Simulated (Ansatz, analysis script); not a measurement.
## CoO: turning one moment

Aim: the energy that it costs to turn one moment of CoO against the others.

Calculated with Ansatz 0.2.0; PBEsol with U = 3.5 eV on Co d (ortho-atomic projectors), PAW set soft_1 (files made for PBE).

Report form: the programs' logs are mostly left out.

In doubt: warnings of the run leave room for a lower electronic state (step 3), so energies may not be the lowest and differences between runs may mislead.

## Step 1: Starting point

The structure is cubic, space group Fm-3m (No. 225). The conventional cell has a = 4.263 Å, b = 4.263 Å, c = 4.263 Å, α = 90.00°, β = 90.00°, γ = 90.00°. Nearest to Co lie 6 O at 2.13 Å. Nearest to O lie 6 Co at 2.13 Å. Farther neighbours and most contacts between anions are not listed.

The cell of this run holds 4 atoms, 2 of them with a starting moment; values «a cell» refer to the cell of the run in question.

## Step 2: Collinear start 1: antiferro q=(0,0,1/2) +-

The order that a run ends on hangs on its start, so several orders are typed and the lowest is carried on. The program's own search can turn an unstable start over.

Contents of input.yaml:

```yaml
crystal:
  lattice:
    - [0.0, 2.1315, 2.1315]
    - [2.1315, 0.0, 2.1315]
    - [4.263, 4.263, 0.0]
  atoms:
    - { symbol: Co, position: [0.0, 0.0, 0.0], spin: 3.0 }
    - { symbol: Co, position: [0.0, 0.0, 0.5], spin: -3.0 }
    - { symbol: O, position: [0.5, 0.5, 0.25] }
    - { symbol: O, position: [0.5, 0.5, 0.75] }
magnetization:
  spin_polarized: true
kpoints:
  mp_grid: { grid: [8, 8, 8] }
hamiltonian:
  xc: pbesol
  hubbard:
    projectors: ortho-atomic
    sites: [{ species: Co, l: d, u_eff: 3.5 }]
  pseudopotentials: { kind: paw, azcp: { folder: soft_1 }, xc_functional: pbe }
scf:
  occupations: { method: fermi_dirac, width: 0.05 }
  max_iter: 120
  convergence: { dr2_threshold: 1.0e-08 }
output:
  write_density: true
  write_potential: true
  elf: true
  volumetric_format: npy
```

Started as:

```bash
$ ansatz run input.yaml --threads 4 --pin off --max-ram 8192MiB --backend cpu --events-out ev --progress --plain --runs-dir out
```

It took 30 s on 4 threads of Arm Neoverse V2, shared host; peak memory 1.3 GiB; 1.7 min of CPU time.

It ends antiferromagnetic, with 2.52 μB on the largest site.

## Step 3: Collinear start 2: antiferro q=(0,1/2,1/2) +-

The density is converged from the given moments; the state reached depends on that start.

This run holds the same structure in another cell (b 3.014 → 6.029 Å, c 6.029 → 5.221 Å, α 60.0 → 30.0°, β 60.0 → 54.7°).

input.yaml, the sections that differ from step 2:

```yaml
crystal:
  lattice:
    - [0.0, 2.1315, 2.1315]
    - [4.263, 0.0, 4.263]
    - [4.263, 2.1315, 2.1315]
  atoms:
    - { symbol: Co, position: [0.0, 0.0, 0.0], spin: 3.0 }
    - { symbol: Co, position: [0.0, 0.5, 0.0], spin: -3.0 }
    - { symbol: O, position: [0.5, 0.0, 0.5] }
    - { symbol: O, position: [0.5, 0.5, 0.5] }
kpoints:
  mp_grid: { grid: [8, 4, 8] }
# magnetization, hamiltonian, scf: as in step 2
# output: removed
```

Elapsed: 43 s, on 4 threads; peak memory 1.2 GiB; 2.8 min of CPU time.

It ends antiferromagnetic, with 2.59 μB on the largest site.

## Step 4: The collinear states

| typed order | atoms | final state | energy (meV/atom) | largest moment (μB) |
| --- | --- | --- | --- | --- |
| antiferro q=(0,0,1/2) +- | 4 | antiferromagnetic | 0.00 | 2.52 |
| antiferro q=(0,1/2,1/2) +- | 4 | antiferromagnetic | 59.58 | 2.59 |

The session goes on from the lowest state with moments found, typed antiferro q=(0,0,1/2) +-.

Spin moment in the atom's sphere by atom:

| atom | spin moment in the atom's sphere (μB) |
| --- | --- |
| Co1 | 2.52 |
| Co2 | -2.52 |
| O3 | 0.00 |
| O4 | 0.00 |

Tables count atoms from 1; parts of the log count from 0.

## Step 5: The batch

A canted state is in general not stationary, so a lock holds the direction of each moment by a field that the run finds for itself, with a floor under its size so that it cannot collapse. One batch solves all states on one mesh, so that their energies can be subtracted.

The input counts atoms from 0. Atom 1 (Co) is the turned one, and with it all its lattice images.

The runs on spinors take the mesh 8×8×4.

input.yaml, the sections that differ from step 3:

```yaml
crystal:
  lattice:
    - [0.0, 2.1315, 2.1315]
    - [2.1315, 0.0, 2.1315]
    - [4.263, 4.263, 0.0]
  atoms:
    - { symbol: Co, position: [0.0, 0.0, 0.0], spin: 2.52, spin_axis: [0.0, 0.0, 1.0] }
    - { symbol: Co, position: [0.0, 0.0, 0.5], spin: 2.52, spin_axis: [0.0, 0.0, -1.0] }
    - { symbol: O, position: [0.5, 0.5, 0.25] }
    - { symbol: O, position: [0.5, 0.5, 0.75] }
kpoints:
  mp_grid: { grid: [8, 8, 4] }
basis:
  ecutwfc: 420.0
magnetization:
  noncollinear: true
magnetic_configurations:
  lock: { kind: ray, floor_fraction: 0.25 }
  seed: rotate
  angular_fan:
    site: 1
    rotation_axis: [0, 1, 0]
    angles_deg: [0, 30, 60, 90, 135, 180]
checkpoint:
  read: start
# hamiltonian, scf: as in step 3
```

Elapsed: 3.1 min, on 4 threads; peak memory 0.82 GiB.

The batch gives an energy and a set of moments for each member that converges.

## Step 6: Reading the batch

All numbers here come from the batch. Energies are free energies plus the run's first-order correction to the targets, less the reference.

| angle (°) | energy (meV a cell) | turned moment (μB) |
| --- | --- | --- |
| 0 | 0.00 | 2.522 |
| 30 | 11.13 | 2.525 |
| 60 | 42.81 | 2.536 |
| 90 | 89.53 | 2.551 |
| 135 | 164.34 | 2.580 |
| 180 | 199.37 | 2.594 |

A fit E(θ) = A (1 − cos θ) + B sin²θ to the 5 turned states whose moment kept its size within 15 % gives A = 99.5 meV and B = -9.84 meV, with an r.m.s. miss of 0.39 meV. A > 0 favours the reference's alignment.

## Step 7: Results

- energy at 180°: 199 meV a cell
- turned moment: 2.52 μB at 0°, 2.59 μB at 180°
- bilinear term A: 99.5 meV
- biquadratic term B: -9.84 meV

In words: Every turn costs energy, 199 meV a cell at 180°, so the antiferromagnetic reference is stable against this one rotation; no orders other than those typed and the 180° state were run. The turned moment keeps its size within 2.9 %. The biquadratic term is 9.9 % of the bilinear one, so a Heisenberg term alone is not enough; B < 0 softens the collinear states, though not enough for a canted minimum. With two magnetic atoms a cell and E = −Σ J e·e over ordered pairs, the couplings of one atom to all images of the other sum to -49.7 meV. Spin–orbit coupling is switched off, and couplings of the turned atom to its own lattice images don't enter, since these turn with it.

[Logs and program files are shortened in this print: banners, set-up blocks, solver, clock and traceback lines can be left out without a mark of their own.]

[Logs are printed without paths, hosts, clocks, repeated set-up lines and the standing remarks that a program may print on its own settings, such as how far it seeks lower states.]

[Hosts, paths, dates, database ids (printed as entryN), source tags and the programs' standing remarks are cut or masked in the printed files.]
